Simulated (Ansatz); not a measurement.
Planning a run of Ansatz 0.2.0 on H2CClF (P2_1). The input:

```yaml
crystal:
  lattice:
    - [5.0206, 0.0, 0.0]
    - [0.0, 4.1477, 0.0]
    - [-2.1143188253, 0.0, 6.4288463713]
  atoms:
    - { symbol: H, position: [0.2853907074, 0.3914333251, 0.1553547444] }
    - { symbol: H, position: [0.7146092926, 0.8914333251, 0.8446452556] }
    - { symbol: H, position: [0.5708661695, 0.1079278767, 0.2708692269] }
    - { symbol: H, position: [0.4291338305, 0.6079278767, 0.7291307731] }
    - { symbol: C, position: [0.3461441783, 0.1407585261, 0.1942650717] }
    - { symbol: C, position: [0.6538558217, 0.6407585261, 0.8057349283] }
    - { symbol: Cl, position: [0.1665216804, 0.0025228448, 0.3683413112] }
    - { symbol: Cl, position: [0.8334783196, 0.5025228448, 0.6316586888] }
    - { symbol: F, position: [0.2645503672, 0.9578574273, 0.0149998989] }
    - { symbol: F, position: [0.7354496328, 0.4578574273, 0.9850001011] }
kpoints:
  mp_grid: { grid: [4, 4, 2] }
hamiltonian:
  xc: pbe
  pseudopotentials: { kind: paw, source: ansatz }
scf:
  occupations: { method: fixed }
gw:
  n_empty_bands: 285
  ecut_chi: 96
  qp_bands: [v3, c3]
  qp_kpoints: band_edges
  screening: { model: contour_deformation }
```

```sh
ansatz run input.yaml --threads 3 --pin off --max-ram 92160MiB --backend cuda --events-out ev --progress --plain --runs-dir out --devices 1 --max-vram 13GiB  # rebuilt from the run's record
```

**Question.** Estimate wall time and host memory on 1 × NVIDIA H100 80GB HBM3 (shared by 6 runs) with 3 threads of AMD EPYC 7R13 (Zen 3), shared host.

It took 49 s; on shared hardware allow 24 s to 97 s. Peak host memory was 2.4 GiB. The sizes that set the cost: 10329 plane waves a state, 18 irreducible k points, 305 bands summed, 299 plane waves in the screening and 9 SCF cycles.

The screening grows as filled bands × empty bands × pairs of k points, times the square of the screening basis for the matrix.

[Paths, hosts, dates, memory and timing lines, banners, echoed tables and standing remarks are left out of the program output.]

[Logs are printed without paths, hosts, clocks, repeated set-up lines and the standing remarks that a program may print on its own settings, such as how far it seeks lower states.]

[Runs of the session that timed out or met a known fault of the program may be left out.]

[Cells called generated may have been cut or substituted from an entry of the Crystallography Open Database or the Materials Project.]

[Hosts, paths, dates, database ids (printed as entryN), source tags and the programs' standing remarks are cut or masked in the printed files.]
